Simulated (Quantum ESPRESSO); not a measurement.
# CuF2: orders under a distortion at fixed volume, part 2 of 2

Wanted: the trend of the moments of CuF2 with a distortion at fixed volume.

Quantum ESPRESSO 7.5; PBEsol with U = 6 eV on Cu d (ortho-atomic projectors); plane waves with GBRV 1.5 PBEsol potentials, no spin-orbit coupling.

So far, absolute magnetization (μB): step 2 (factor along z 0.92, ferro ++) 2.12; step 3 (factor along z 0.92, antiferro +-) 1.93.

## Step 4: Factor along z 0.92, no spin polarisation

File pw.in:

```
&CONTROL
  calculation = 'scf'
  prefix = 'pwscf'
  outdir = './tmp'
  pseudo_dir = './pseudo'
  disk_io = 'nowf'
  tprnfor = .true.
  tstress = .true.
/
&SYSTEM
  ibrav = 0
  celldm(1) = 8
  nat = 6
  ntyp = 2
  ecutwfc = 40
  ecutrho = 280
  nbnd = 44
  occupations = 'smearing'
  smearing = 'fd'
  degauss = 0.00734986
/
&ELECTRONS
  conv_thr = 1.2d-08
  electron_maxstep = 150
  mixing_beta = 0.3
/
ATOMIC_SPECIES
Cu     63.5460 cu_pbesol_v1.2.uspp.F.UPF
F      18.9984 f_pbesol_v1.4.uspp.F.UPF
CELL_PARAMETERS alat
   0.8176229063803    0.0000000000000    0.0000000000000
   0.0000000000000    1.1180746972793    0.0000000000000
  -0.6863275166560    0.0000000000000    0.9907405125149
ATOMIC_POSITIONS crystal
Cu      0.0000000000    0.0000000000    0.0000000000
Cu      0.0000000000    0.5000000000    0.5000000000
F       0.2560000000    0.3000000000    0.3000000000
F       0.7440000000    0.8000000000    0.2000000000
F       0.7440000000    0.7000000000    0.7000000000
F       0.2560000000    0.2000000000    0.8000000000
K_POINTS automatic
8 8 8 0 0 0
HUBBARD {ortho-atomic}
U Cu-3d 6.0000
```

The run is started by

```
$ OMP_NUM_THREADS=1 mpirun -n 4 pw.x -nk 4 -in pw.in > pw.out
```

What it wrote:

```text
     [... lines left out ...]
Program PWSCF v.7.5 starts
     [... lines left out ...]
     number of atoms/cell      =            6
     [... lines left out ...]
     number of electrons       =        66.00
     number of Kohn-Sham states=           44
     kinetic-energy cutoff     =      40.0000  Ry
     charge density cutoff     =     280.0000  Ry
     scf convergence threshold =      1.2E-08
     [... lines left out ...]
      4 Sym. Ops., with inversion, found ( 2 have fractional translation)
     [... lines left out ...]
     number of k points=   170  Fermi-Dirac smearing, width (Ry)=  0.0073
     [... lines left out ...]
     iteration # 10     ecut=    40.00 Ry     beta= 0.30
     [... lines left out ...]
     Tr[ns(  1)] =   9.28553
     [... lines left out ...]
     Tr[ns(  2)] =   9.28553
     [... lines left out ...]
     the Fermi energy is     5.5488 ev
!    total energy              =   -1000.83437508 Ry
     estimated scf accuracy    <       0.00000001 Ry
     smearing contrib. (-TS)   =      -0.00751723 Ry
     [... lines left out ...]
     convergence has been achieved in  10 iterations
     [... lines left out ...]
     Total force =     0.017487     Total SCF correction =     0.000016
     [... lines left out ...]
          total   stress  (Ry/bohr**3)                   (kbar)     P=       -2.40
     [... lines left out ...]
```

It took 92 s on 4 MPI ranks of Intel Xeon 6975P-C (Granite Rapids), shared host; peak memory 0.67 GiB.

This step gave:

- smearing term TS: 0.1023 eV
- pressure: -0.2401 GPa
- final state: non-magnetic (no spin polarisation)

## Step 5: Factor along z 1.08, ferro ++

Changes to pw.in since step 4:

```diff
@@ -16,3 +16,3 @@
   ecutrho = 280
-  nbnd = 44
+  nbnd = 45
   occupations = 'smearing'
@@ -20,2 +20,5 @@
   degauss = 0.00734986
+  nspin = 2
+  starting_magnetization(1) = 0.0526
+  starting_magnetization(2) = 0
 /
@@ -30,5 +33,5 @@
 CELL_PARAMETERS alat
-   0.8176229063803    0.0000000000000    0.0000000000000
-   0.0000000000000    1.1180746972793    0.0000000000000
-  -0.6863275166560    0.0000000000000    0.9907405125149
+   0.7546317716679    0.0000000000000    0.0000000000000
+   0.0000000000000    1.0319362178823    0.0000000000000
+  -0.6334516141823    0.0000000000000    1.1630432103426
 ATOMIC_POSITIONS crystal
```

What it wrote:

```text
     [... lines left out ...]
Program PWSCF v.7.5 starts
     [... lines left out ...]
     number of atoms/cell      =            6
     [... lines left out ...]
     number of electrons       =        66.00
     number of Kohn-Sham states=           45
     kinetic-energy cutoff     =      40.0000  Ry
     charge density cutoff     =     280.0000  Ry
     scf convergence threshold =      1.2E-08
     [... lines left out ...]
      4 Sym. Ops., with inversion, found ( 2 have fractional translation)
     [... lines left out ...]
     number of k points=   170  Fermi-Dirac smearing, width (Ry)=  0.0073
     [... lines left out ...]
     iteration # 18     ecut=    40.00 Ry     beta= 0.30
     [... lines left out ...]
     Magnetic moment per site  (integrated on atomic sphere of radius R)
     atom   1 (R=0.184)  charge= 16.2014  magn=  0.8206
     atom   2 (R=0.184)  charge= 16.2014  magn=  0.8206
     atom   3 (R=0.184)  charge=  6.2826  magn=  0.0783
     atom   4 (R=0.184)  charge=  6.2826  magn=  0.0783
     atom   5 (R=0.184)  charge=  6.2826  magn=  0.0783
     atom   6 (R=0.184)  charge=  6.2826  magn=  0.0783
     [... lines left out ...]
     Tr[ns(  1)] (up, down, total) =   4.96895  4.14159  9.11053
     [... lines left out ...]
     Tr[ns(  2)] (up, down, total) =   4.96895  4.14159  9.11053
     [... lines left out ...]
     the Fermi energy is     5.8173 ev
!    total energy              =   -1000.94666476 Ry
     estimated scf accuracy    <          3.3E-09 Ry
     smearing contrib. (-TS)   =      -0.00000008 Ry
     [... lines left out ...]
     total magnetization       =     2.00 Bohr mag/cell
     absolute magnetization    =     2.10 Bohr mag/cell
     convergence has been achieved in  18 iterations
     [... lines left out ...]
     Total force =     0.032104     Total SCF correction =     0.000043
     [... lines left out ...]
          total   stress  (Ry/bohr**3)                   (kbar)     P=       16.33
     [... lines left out ...]
```

Wall time 4.3 min (4 MPI ranks); peak memory 0.99 GiB.

This step gave:

```
smearing term TS       : 1.15e-6 eV
pressure               : 1.633 GPa
magnetization          : 2 μB
absolute magnetization : 2.095 μB
final state            : ferromagnetic
largest moment         : 0.8206 μB
```

## Step 6: Trends

The runs not shown differ from these in the moved quantity alone.

States, by row:

```csv
tetragonal,ferro ++,antiferro +-,no spin polarisation
0.92,ferromagnetic,antiferromagnetic,non-magnetic
0.96,ferromagnetic,antiferromagnetic,non-magnetic
1,ferromagnetic,antiferromagnetic,non-magnetic
1.04,ferromagnetic,antiferromagnetic,non-magnetic
1.08,ferromagnetic,antiferromagnetic,non-magnetic
```

Table of largest site moment by tetragonal:

```csv
tetragonal (factor),ferro ++ (μB),antiferro +- (μB)
0.9200,0.815,0.799
0.9600,0.819,0.802
1.0000,0.820,0.803
1.0400,0.821,0.803
1.0800,0.821,0.802
```

The energy less that of the parallel start by tetragonal; values in meV a seeded atom:

```csv
tetragonal (factor),antiferro +-,no spin polarisation
0.9200,-18.8,769
0.9600,-20.0,772
1.0000,-20.9,773
1.0400,-21.6,774
1.0800,-22.0,774
```

Energy over the lowest against tetragonal; values in meV an atom:

```csv
tetragonal (factor),ferro ++,antiferro +-,no spin polarisation
0.9200,21.5,15.2,278
0.9600,10.2,3.58,267
1.0000,6.97,0,265
1.0400,11.4,4.19,269
1.0800,23.1,15.8,281
```

## Step 7: What came out

```json
{"moment, parallel start": "0.815 to 0.821 μB", "states met from these starts": "antiferromagnetic and ferromagnetic"}
```

In words: The net moment of the cell goes from 2 to 2 μB. The largest moment of the start antiferro +- lies between 0.799 and 0.803 μB. The start antiferro +- lies under the parallel one at every finished point, by 18.8 to 22.0 meV a seeded atom. Energies are free energies at an electronic temperature of 1160 K, which lowers moments and differences where the moments are itinerant.

[Logs and program files are shortened in this print: banners, set-up blocks, solver, clock and traceback lines can be left out without a mark of their own.]

[Logs are printed without paths, hosts, clocks, repeated set-up lines and the standing remarks that a program may print on its own settings, such as how far it seeks lower states.]

[Hosts, paths, dates, database ids (printed as entryN), source tags and the programs' standing remarks are cut or masked in the printed files.]

[Where a cell is said to come from a database of computed structures, the database is the Materials Project.]
